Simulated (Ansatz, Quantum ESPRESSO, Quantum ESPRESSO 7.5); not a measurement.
# The work function of W(100), 7 layers, level by level

How much energy does it take to lift an electron out of W(100), 7 layers, and how far do the settings matter?

Method: plane-wave DFT, PBE, GBRV ultrasoft pseudopotentials (geometry and cross-check by Ansatz 0.2.0 with PAW datasets; geometry under PBE), in Quantum ESPRESSO 7.5.

The experiments to compare with:

For W (clean (100) face, which reconstructs), “Anisotropic work function of elemental crystals” (2019, arxiv:1902.07811) quotes earlier work: work function (clean (100) face, which reconstructs) 4.65 eV.

This is a report of a sequence of runs, with most program output left out.

### Step 1. The structure

The cell holds 7 atoms: 7 W. Its edges and angles: a = 3.160 Å, b = 3.160 Å, c = 25.480 Å, α = 90.0°, β = 90.0°, γ = 90.0°. It derives from W. Vacuum lies along c.

As a file:

```cif
data_structure
_symmetry_space_group_name_H-M 'P 1'
_symmetry_Int_Tables_number 1
_cell_length_a 3.1600
_cell_length_b 3.1600
_cell_length_c 25.4800
_cell_angle_alpha 90.000
_cell_angle_beta 90.000
_cell_angle_gamma 90.000
_cell_volume 254.43
loop_
_atom_site_label
_atom_site_type_symbol
_atom_site_fract_x
_atom_site_fract_y
_atom_site_fract_z
_atom_site_occupancy
W1 W 0.00000 0.00000 0.31397 1
W2 W 0.50000 0.50000 0.37598 1
W3 W 0.00000 0.00000 0.43799 1
W4 W 0.50000 0.50000 0.50000 1
W5 W 0.00000 0.00000 0.56201 1
W6 W 0.50000 0.50000 0.62402 1
W7 W 0.00000 0.00000 0.68603 1
```

### Step 2. Relaxation with Ansatz

A relaxation in Ansatz fixes the structure of this slab for the runs on it.

The input, input.yaml:

```yaml
crystal:
  lattice:
    - [3.16, 0.0, 0.0]
    - [0.0, 3.16, 0.0]
    - [0.0, 0.0, 25.48]
  atoms:
    - { symbol: W, position: [0.0, 0.0, 0.3139717425] }
    - { symbol: W, position: [0.5, 0.5, 0.3759811617] }
    - { symbol: W, position: [0.0, 0.0, 0.4379905808] }
    - { symbol: W, position: [0.5, 0.5, 0.5] }
    - { symbol: W, position: [0.0, 0.0, 0.5620094192] }
    - { symbol: W, position: [0.5, 0.5, 0.6240188383] }
    - { symbol: W, position: [0.0, 0.0, 0.6860282575] }
kpoints:
  mp_grid: { grid: [8, 8, 1] }
hamiltonian:
  xc: pbe
scf:
  occupations: { method: fermi_dirac, width: 0.1 }
  convergence: { dr2_threshold: 1.0e-08 }
efield:
  axis: 3
  dipole_correction: true
  ramp_position: 0.97
  ramp_width: 0.04
relax:
  f_tol: 0.01
  constraints: [{ sites: [2, 3, 4] }]
output:
  write_potential: true
  write_density: true
  volumetric_format: npy
```

Launch:

```
ansatz run input.yaml --threads 4 --pin off --max-ram 8192MiB --backend cpu --events-out ev --progress --plain --runs-dir out
```

It took 23 s on 4 threads of Arm Neoverse V2, shared host; peak memory 0.65 GiB.

The steps of the relaxation:

| step | energy less that of the first step (eV) | largest force component (eV/Å) |
| --- | --- | --- |
| 1 | 0.0000 | 1.6957 |
| 2 | 0.2280 | 2.5972 |
| 3 | -0.2374 | 0.1949 |
| 4 | -0.2397 | 0.0097 |

Relaxation step 2 was tried and not accepted.

Forces are held to the 8 operations that the run works with; a distortion that breaks them can't arise in this run.

The atoms that moved most (Å):

| atom | dx | dy | dz | length |
| --- | --- | --- | --- | --- |
| W1 | 0.000 | 0.000 | 0.091 | 0.091 |
| W7 | 0.000 | 0.000 | -0.091 | 0.091 |
| W6 | 0.000 | 0.000 | 0.057 | 0.057 |
| W2 | 0.000 | 0.000 | -0.057 | 0.057 |

Final coordinates:

```cif
data_structure
_symmetry_space_group_name_H-M 'P 1'
_symmetry_Int_Tables_number 1
_cell_length_a 3.1600
_cell_length_b 3.1600
_cell_length_c 25.4800
_cell_angle_alpha 90.000
_cell_angle_beta 90.000
_cell_angle_gamma 90.000
_cell_volume 254.43
loop_
_atom_site_label
_atom_site_type_symbol
_atom_site_fract_x
_atom_site_fract_y
_atom_site_fract_z
_atom_site_occupancy
W1 W 0.00000 0.00000 0.31753 1
W2 W 0.50000 0.50000 0.37376 1
W3 W 0.00000 0.00000 0.43799 1
W4 W 0.50000 0.50000 0.50000 1
W5 W 0.00000 0.00000 0.56201 1
W6 W 0.50000 0.50000 0.62624 1
W7 W 0.00000 0.00000 0.68247 1
```

The relaxation lowers the energy by 34 meV an atom. Held were the atoms numbered 3, 4 and 5; the forces quoted are those on the free ones.

Read from the output:

| Property | Result |
| --- | --- |
| free energy | -72688.8455 eV |
| energy at zero smearing | -72688.7499 eV |
| smearing term TS | 0.1911 eV |
| Fermi energy | 7.563 eV |
| symmetry operations | 8 |
| work function of the upper face | 4.138 eV |
| work function of the lower face | 4.138 eV |
| dipole along the normal | -6.45e-6 e·Å |

### Step 3. Ground state

The work function is the vacuum level less the Fermi level, so the run needs a vacuum wide enough for a flat potential.

Level of this step: plane-wave DFT, PBE, GBRV ultrasoft pseudopotentials (Quantum ESPRESSO 7.5).

The input, scf.in:

```
&control
  prefix = 'scf'
  outdir = './out'
  pseudo_dir = './pseudo'
  calculation = 'scf'
  tprnfor = .true.
/
&system
  ibrav = 0
  nat = 7
  ntyp = 1
  ecutwfc = 40
  ecutrho = 200
  occupations = 'smearing'
  smearing = 'mv'
  degauss = 0.02
/
&electrons
  conv_thr = 1e-07
  mixing_beta = 0.4
  electron_maxstep = 120
  mixing_mode = 'local-TF'
/
ATOMIC_SPECIES
  W   183.8400  w_pbe_v1.2.uspp.F.UPF
CELL_PARAMETERS angstrom
  3.16000000000000 0.00000000000000 0.00000000000000
  0.00000000000000 3.16000000000000 0.00000000000000
  0.00000000000000 0.00000000000000 25.48000000000000
ATOMIC_POSITIONS crystal
  W   0.000000000000 -0.000000000000 0.317530493288
  W   0.500000000000 0.500000000000 0.373760365566
  W   0.000000000000 0.000000000000 0.437990580800
  W   0.500000000000 0.500000000000 0.500000000000
  W   0.000000000000 0.000000000000 0.562009419200
  W   0.500000000000 0.500000000000 0.626239638010
  W   -0.000000000000 -0.000000000000 0.682469511203
K_POINTS automatic
  8 8 1 0 0 0
```

Launch:

```
OMP_NUM_THREADS=1 mpirun -n 4 pw.x -nk 4 -in scf.in > scf.out
```

Elapsed: 72 s, on 4 MPI ranks; peak memory 0.99 GiB; 4.8 min of CPU time.

Read from the output:

| Property | Result |
| --- | --- |
| free energy | -15151.1692 eV |
| Fermi energy | 7.580 eV |

The run needed 19 iterations to bring the estimated error under 1e-07 Ry; the largest force on any atom, held or free, is 0.11 eV/Å.

### Step 4. Electrostatic potential

plot_num = 11 writes the bare and Hartree potential. It leaves out exchange and correlation, which fade slowly, so it flattens close to the surface.

The input, pot.in:

```
&inputpp
  prefix = 'scf'
  outdir = './out'
  filplot = 'pot.dat'
  plot_num = 11
/
```

Launch:

```
OMP_NUM_THREADS=1 mpirun -n 4 pp.x -in pot.in > pot.out
```

Elapsed: 0.97 s, on 4 MPI ranks; peak memory 0.16 GiB.

This step gave:

```
work function of the upper face                                       : 4.143 eV
slope of the potential above                                          : 0.001102 eV/Å
upper vacuum line continued to the top atoms, over the Fermi level    : 4.137 eV
work function of the lower face                                       : 4.143 eV
slope of the potential below                                          : -8.30e-4 eV/Å
lower vacuum line continued to the bottom atoms, over the Fermi level : 4.139 eV
```

The potential energy, planar mean oscillates, so the rows of the table below give means over windows of 1.7 Å about each position, cut where the curve ends. Its maxima inside the range that stand out by 2 % of the span (Å: eV): 8.8: -9.97, 10.3: -7.83, 12.0: -8.40, 13.5: -8.40, 15.2: -7.83, 16.6: -9.97. Its minima: 8.3: -10.5, 9.5: -10.9, 11.2: -10.7, 12.8: -10.6, 14.3: -10.7, 16.0: -10.9, 17.2: -10.5.

Electrostatic potential energy of an electron; zero at the Fermi level. Potential energy, planar mean against z; means over each step:

| z (Å) | potential energy, planar mean (eV) |
| --- | --- |
| 0.85 | 4.14 |
| 2.55 | 4.14 |
| 4.25 | 4.13 |
| 5.95 | 3.50 |
| 7.65 | -6.07 |
| 9.35 | -10.0 |
| 11.05 | -9.32 |
| 12.75 | -9.43 |
| 14.45 | -9.31 |
| 16.15 | -10.0 |
| 17.85 | -5.92 |
| 19.55 | 3.52 |
| 21.25 | 4.13 |
| 22.95 | 4.14 |
| 24.65 | 4.14 |

Electrostatic potential energy in the ca plane at fractional y = 0.000, with atoms of W within 0.2 Å of it. With pseudopotentials it is smooth inside the atoms' cores, unlike the true potential.

Ten even steps from '0' (-40 eV) to '9' (4 eV), each cell a mean:
```
98510014887310026886300037885100157999999999
98742247898632358998532368987422478999999999
99877778999876788998876789998777789999999999
99998899999998899999998999999988999999999999
99988889999888889999888889999888899999999999
99864468998754578998754578998644689999999999
98631125898420137897410147986211268999999999
97410014887300026886200027884100147999999999
```
Columns run along c (16.0 Å, from fractional 0.25 to 0.88 of the cell; values clipped at the 3rd and 97th percentile), rows up along a (3.2 Å). Atoms in or near the plane, at fractional coordinates: W at (0.32, 0.00), W at (0.44, 0.00), W at (0.56, 0.00), W at (0.68, 0.00).

The vacuum is flat to 1.1 meV/Å, so its level is well defined. Inside the slab the curve depends on the local part of the pseudopotentials; only the vacuum level has a meaning of its own.

### Step 5. Planar and running averages

A running mean over one period damps the atomic wiggles and leaves the mean of this pseudopotential's potential.

The input, avg.in:

```
1
pot.dat
1.0
645
3
2.9857672769
```

Launch:

```
OMP_NUM_THREADS=1 average.x < avg.in > avg.out
```

The job ended after 0.52 s (1 MPI rank; peak memory 0.1 GiB).

Numbers from this step:

```
average.x's running mean inside the slab, on the run's own zero                  : -1.880 eV
mean potential by an exact Fourier window inside the slab, on the run's own zero : -1.882 eV
```

Electrostatic potential energy of an electron; zero at the Fermi level; window 1.5800 Å. The potential energy by z:

| z (Å) | planar mean (eV) | running mean (eV) |
| --- | --- | --- |
| 0.0 | 4.14 | 4.14 |
| 0.5 | 4.14 | 4.14 |
| 1.0 | 4.14 | 4.14 |
| 1.5 | 4.14 | 4.14 |
| 2.0 | 4.14 | 4.14 |
| 2.5 | 4.14 | 4.14 |
| 3.0 | 4.14 | 4.14 |
| 3.5 | 4.14 | 4.14 |
| 4.0 | 4.14 | 4.13 |
| 4.5 | 4.13 | 4.12 |
| 5.0 | 4.09 | 4.07 |
| 5.5 | 4.00 | 3.92 |
| 6.0 | 3.72 | 3.49 |
| 6.5 | 2.88 | 2.19 |
| 7.0 | 0.359 | -0.894 |
| 7.5 | -5.62 | -5.06 |
| 8.0 | -10.1 | -8.49 |
| 8.5 | -10.2 | -10.1 |
| 9.0 | -10.1 | -10.4 |
| 9.5 | -10.9 | -9.91 |
| 10.0 | -8.92 | -9.33 |
| 10.5 | -8.08 | -9.20 |
| 11.0 | -10.4 | -9.41 |
| 11.5 | -9.83 | -9.53 |
| 12.0 | -8.41 | -9.50 |
| 12.5 | -10.2 | -9.52 |
| 13.0 | -10.1 | -9.52 |
| 13.5 | -8.39 | -9.50 |
| 14.0 | -9.92 | -9.53 |
| 14.5 | -10.4 | -9.40 |
| 15.0 | -8.03 | -9.20 |
| 15.5 | -9.03 | -9.35 |
| 16.0 | -10.9 | -9.94 |
| 16.5 | -10.1 | -10.4 |
| 17.0 | -10.3 | -10.0 |
| 17.5 | -10.0 | -8.38 |
| 18.0 | -5.36 | -4.90 |
| 18.5 | 0.530 | -0.737 |
| 19.0 | 2.93 | 2.27 |
| 19.5 | 3.73 | 3.51 |
| 20.0 | 4.00 | 3.93 |
| 20.5 | 4.10 | 4.07 |
| 21.0 | 4.13 | 4.12 |
| 21.5 | 4.14 | 4.14 |
| 22.0 | 4.14 | 4.14 |
| 22.5 | 4.14 | 4.14 |
| 23.0 | 4.14 | 4.14 |
| 23.5 | 4.14 | 4.14 |
| 24.0 | 4.14 | 4.14 |
| 24.5 | 4.14 | 4.14 |
| 25.0 | 4.14 | 4.14 |

Where the running mean is not flat inside, average.x's window, rounded to the grid, doesn't match the spacings there.

### Step 6. Density by pp.x

The density shows how far the electrons spill into the vacuum.

The input, rho.in:

```
&inputpp
  prefix = 'scf'
  outdir = './out'
  filplot = 'rho.dat'
  plot_num = 0
/
```

Launch:

```
OMP_NUM_THREADS=1 mpirun -n 4 pp.x -in rho.in > rho.out
```

The job ended after 0.96 s (4 MPI ranks; peak memory 0.16 GiB).

Read from the output:

```
electrons by integration : 98.00 e
```

The valence density, planar mean oscillates, so the rows of the table below give means over windows of 1 Å about each position, cut where the curve ends. Its maxima inside the range that stand out by 2 % of the span (Å: e/Å³): 8.4: 1.09, 9.3: 1.11, 9.7: 1.08, 11.0: 1.06, 11.4: 1.07, 12.5: 1.07, 13.0: 1.07, 14.0: 1.07, 14.5: 1.06, 15.7: 1.08, 16.2: 1.11, 17.1: 1.09. Its minima: 8.8: 0.725, 9.5: 1.03, 10.3: 0.515, 11.2: 1.03, 12.0: 0.572, 12.8: 1.03, 13.5: 0.572, 14.3: 1.03, 15.2: 0.515, 16.0: 1.03, 16.6: 0.725.

Mean over planes. The valence density, planar mean by z; means over each step:

z (Å), valence density, planar mean (e/Å³) and a bar:
```
        3       0.00 
        4       0.00 
        5       0.00 
        6       0.01 
        7       0.16 #####
        8       0.97 ############################
        9       0.93 ###########################
       10       0.82 ########################
       11       0.97 ############################
       12       0.79 #######################
       13       0.94 ###########################
       14       0.90 ##########################
       15       0.75 ######################
       16       1.03 ##############################
       17       0.94 ###########################
       18       0.56 ################
       19       0.04 #
       20       0.00 
       21       0.00 
       22       0.00
```

Valence density in the ca plane at fractional y = 0.000, with atoms of W within 0.2 Å of it. It is the smooth field of the valence electrons, not physical close to the nuclei.

Ten even steps from '0' (-1.2 e/Å³) to '9' (5.0 e/Å³), each cell a mean:
```
22279883222497952222597942223788832211111111
12235642222346532222356432222465322111111111
12222222222222222222222222222222222111111111
12222222222222222222222222222222222111111111
12222222222222222222222222222222222111111111
12223332222233322222233322222333222111111111
22259963222379842222489732223699622211111111
22384294222590862222680852223934932211111111
```
Columns run along c (16.0 Å, from fractional 0.25 to 0.88 of the cell), rows up along a (3.2 Å). Atoms in or near the plane, at fractional coordinates: W at (0.32, 0.00), W at (0.44, 0.00), W at (0.56, 0.00), W at (0.68, 0.00).

The density integrates to 98.000 electrons, as the 98 of the input ask.

### Step 7. Projected density of states

Projections on atomic orbitals tell which layers and orbitals hold the states near the zero of energy.

The input, pdos.in:

```
&projwfc
  prefix = 'scf'
  outdir = './out'
  filpdos = 'pdos'
  Emin = -0.42
  Emax = 11.58
  DeltaE = 0.1
  ngauss = 0
  degauss = 0.01
/
```

Launch:

```
OMP_NUM_THREADS=1 mpirun -n 4 projwfc.x -in pdos.in > pdos.out
```

Elapsed: 1.8 s, on 4 MPI ranks; peak memory 0.16 GiB; 7 s of CPU time.

This step gave:

- spilling of the projection: 8.00e-4

Projected DOS an atom over height of the atomic layer and energy from the Fermi level. Columns are the atomic layers from the bottom up.

Ten even steps from '0' (0.05 states/eV) to '9' (2.37 states/eV), each cell a mean:
```
4332334
6232326
4121214
7120217
9212129
4212124
2223222
4455544
4455544
5654565
4767674
1333331
2422242
3543453
1343431
0233320
0222220
0111110
0000000
0000000
0000000
0000000
```
Columns: height of the atomic layer (Å) from 8.09 to 17.4 (not evenly spaced); rows upwards: energy from the Fermi level (eV) from -8.00 to 1.50.

The atomic orbitals miss 0.1 % of the occupied states; for empty states the projections can miss much more.

### Step 8. SCF with pw.x: open boundaries by the effective screening medium

The effective screening medium with bc1 puts vacuum on both sides and removes the images along the normal. The slab must sit about z = 0, symmetry is kept, and the .esm1 file holds the planar potential.

The input, esm.in:

```
&control
  prefix = 'esm'
  outdir = './out'
  pseudo_dir = './pseudo'
  calculation = 'scf'
  tprnfor = .true.
/
&system
  ibrav = 0
  nat = 7
  ntyp = 1
  ecutwfc = 40
  ecutrho = 200
  occupations = 'smearing'
  smearing = 'mv'
  degauss = 0.02
  assume_isolated = 'esm'
  esm_bc = 'bc1'
/
&electrons
  conv_thr = 1e-07
  mixing_beta = 0.4
  electron_maxstep = 120
  mixing_mode = 'local-TF'
/
ATOMIC_SPECIES
  W   183.8400  w_pbe_v1.2.uspp.F.UPF
CELL_PARAMETERS angstrom
  3.16000000000000 0.00000000000000 0.00000000000000
  0.00000000000000 3.16000000000000 0.00000000000000
  0.00000000000000 0.00000000000000 25.48000000000000
ATOMIC_POSITIONS crystal
  W   0.000000000000 -0.000000000000 -0.182469508957
  W   0.500000000000 0.500000000000 -0.126239636680
  W   0.000000000000 0.000000000000 -0.062009421446
  W   0.500000000000 0.500000000000 -0.000000002246
  W   0.000000000000 0.000000000000 0.062009416954
  W   0.500000000000 0.500000000000 0.126239635764
  W   -0.000000000000 -0.000000000000 0.182469508957
K_POINTS automatic
  8 8 1 0 0 0
```

Launch:

```
OMP_NUM_THREADS=1 mpirun -n 4 pw.x -nk 4 -in esm.in > esm.out
```

It took 1.8 min on 4 MPI ranks; peak memory 0.97 GiB; 7.2 min of CPU time.

Read from the output:

- free energy: -15151.1693 eV
- Fermi energy: -4.143 eV
- vacuum line at the lower end of the cell, over the Fermi level: 4.143 eV
- vacuum line at the upper end of the cell, over the Fermi level: 4.143 eV

The potential energy, planar mean oscillates, so the rows of the table below give means over windows of 1.59 Å about each position, cut where the curve ends. Its maxima inside the range that stand out by 2 % of the span (Å: eV): -4.0: -9.97, -2.4: -7.82, -0.8: -8.38, 0.8: -8.38, 2.4: -7.82, 4.0: -9.97. Its minima: -4.5: -10.6, -3.3: -10.9, -1.6: -10.7, 0.0: -10.6, 1.6: -10.7, 3.3: -10.9, 4.5: -10.6.

Electrostatic potential energy of an electron; zero at the Fermi level. Table of potential energy, planar mean by z; means over each step:

| z (Å) | potential energy, planar mean (eV) |
| --- | --- |
| -11.88 | 4.14 |
| -10.29 | 4.14 |
| -8.71 | 4.13 |
| -7.12 | 3.84 |
| -5.53 | -2.70 |
| -3.94 | -10.4 |
| -2.35 | -9.24 |
| -0.76 | -9.53 |
| 0.83 | -9.54 |
| 2.42 | -9.25 |
| 4.01 | -10.3 |
| 5.60 | -2.04 |
| 7.19 | 3.89 |
| 8.78 | 4.13 |
| 10.37 | 4.14 |
| 11.96 | 4.14 |

The vacuum levels are read from the outermost 0.7 Å of the cell on either side.

The run needed 22 iterations to bring the estimated error under 1e-07 Ry; the largest force on any atom, held or free, is 0.11 eV/Å.

The upper level is 4.143 eV against 4.143 eV from the periodic run.

### Step 9. Ground state: PBE, SSSP efficiency

Next, another level on the same atoms.

Level of this step: plane-wave DFT, PBE, SSSP efficiency pseudopotentials (Quantum ESPRESSO 7.5).

The input, sssp-pbe.in:

```
&control
  prefix = 'sssp-pbe'
  outdir = './out'
  pseudo_dir = './pseudo'
  calculation = 'scf'
  tprnfor = .true.
/
&system
  ibrav = 0
  nat = 7
  ntyp = 1
  ecutwfc = 45
  ecutrho = 360
  occupations = 'smearing'
  smearing = 'mv'
  degauss = 0.02
/
&electrons
  conv_thr = 1e-07
  mixing_beta = 0.4
  electron_maxstep = 120
  mixing_mode = 'local-TF'
/
ATOMIC_SPECIES
  W   183.8400  W_pbe_v1.2.uspp.F.UPF
CELL_PARAMETERS angstrom
  3.16000000000000 0.00000000000000 0.00000000000000
  0.00000000000000 3.16000000000000 0.00000000000000
  0.00000000000000 0.00000000000000 25.48000000000000
ATOMIC_POSITIONS crystal
  W   0.000000000000 -0.000000000000 0.317530493288
  W   0.500000000000 0.500000000000 0.373760365566
  W   0.000000000000 0.000000000000 0.437990580800
  W   0.500000000000 0.500000000000 0.500000000000
  W   0.000000000000 0.000000000000 0.562009419200
  W   0.500000000000 0.500000000000 0.626239638010
  W   -0.000000000000 -0.000000000000 0.682469511203
K_POINTS automatic
  8 8 1 0 0 0
```

Launch:

```
OMP_NUM_THREADS=1 mpirun -n 4 pw.x -nk 4 -in sssp-pbe.in > sssp-pbe.out
```

It took 100 s on 4 MPI ranks; peak memory 1.9 GiB; 6.6 min of CPU time.

This step gave:

* free energy: -15151.5316 eV
* Fermi energy: 7.585 eV

### Step 10. Potential by pp.x

The input, sssp-pbe.pot.in:

```
&inputpp
  prefix = 'sssp-pbe'
  outdir = './out'
  filplot = 'sssp-pbe.pot.dat'
  plot_num = 11
/
```

Launch:

```
OMP_NUM_THREADS=1 mpirun -n 4 pp.x -in sssp-pbe.pot.in > sssp-pbe.pot.out
```

Elapsed: 1.3 s, on 4 MPI ranks; peak memory 0.34 GiB; 5 s of CPU time.

Read from the output:

```
work function of the upper face                                       : 4.132 eV
slope of the potential above                                          : 9.36e-4 eV/Å
upper vacuum line continued to the top atoms, over the Fermi level    : 4.127 eV
work function of the lower face                                       : 4.132 eV
slope of the potential below                                          : -6.73e-4 eV/Å
lower vacuum line continued to the bottom atoms, over the Fermi level : 4.128 eV
```

The upper face goes from 4.143 eV (PBE, GBRV) to 4.132 eV, a change of -0.011 eV; the files are those of the first run, so only the cutoffs change.

### Step 11. SCF with pw.x: RPBE, GBRV ultrasoft

Level of this step: plane-wave DFT, RPBE, GBRV ultrasoft pseudopotentials made under PBE (Quantum ESPRESSO 7.5). input_dft overrides the functional of the files.

gbrv-rpbe.in is the input of step 9 with these lines changed:

```diff
@@ -1,3 +1,3 @@
 &control
-  prefix = 'sssp-pbe'
+  prefix = 'gbrv-rpbe'
   outdir = './out'
@@ -11,4 +11,5 @@
   ntyp = 1
-  ecutwfc = 45
-  ecutrho = 360
+  ecutwfc = 40
+  ecutrho = 200
+  input_dft = 'rpbe'
   occupations = 'smearing'
@@ -24,3 +25,3 @@
 ATOMIC_SPECIES
-  W   183.8400  W_pbe_v1.2.uspp.F.UPF
+  W   183.8400  w_pbe_v1.2.uspp.F.UPF
 CELL_PARAMETERS angstrom
```

Launch:

```
OMP_NUM_THREADS=1 mpirun -n 4 pw.x -nk 4 -in gbrv-rpbe.in > gbrv-rpbe.out
```

Wall time 70 s (4 MPI ranks); peak memory 1 GiB; 4.6 min of CPU time.

This step gave:

- free energy: -15155.9862 eV
- Fermi energy: 7.702 eV

(Part 1 of 2 ends here.)

[Logs are printed without paths, hosts, clocks, repeated set-up lines and the standing remarks that a program may print on its own settings, such as how far it seeks lower states.]

[Hosts, paths, dates, database ids (printed as entryN), source tags and the programs' standing remarks are cut or masked in the printed files.]

[Maps of the electrostatic potential energy from Ansatz leave out the sawtooth potential of an applied field or a dipole correction, so their vacuum need not be flat; planar profiles and work functions include it.]
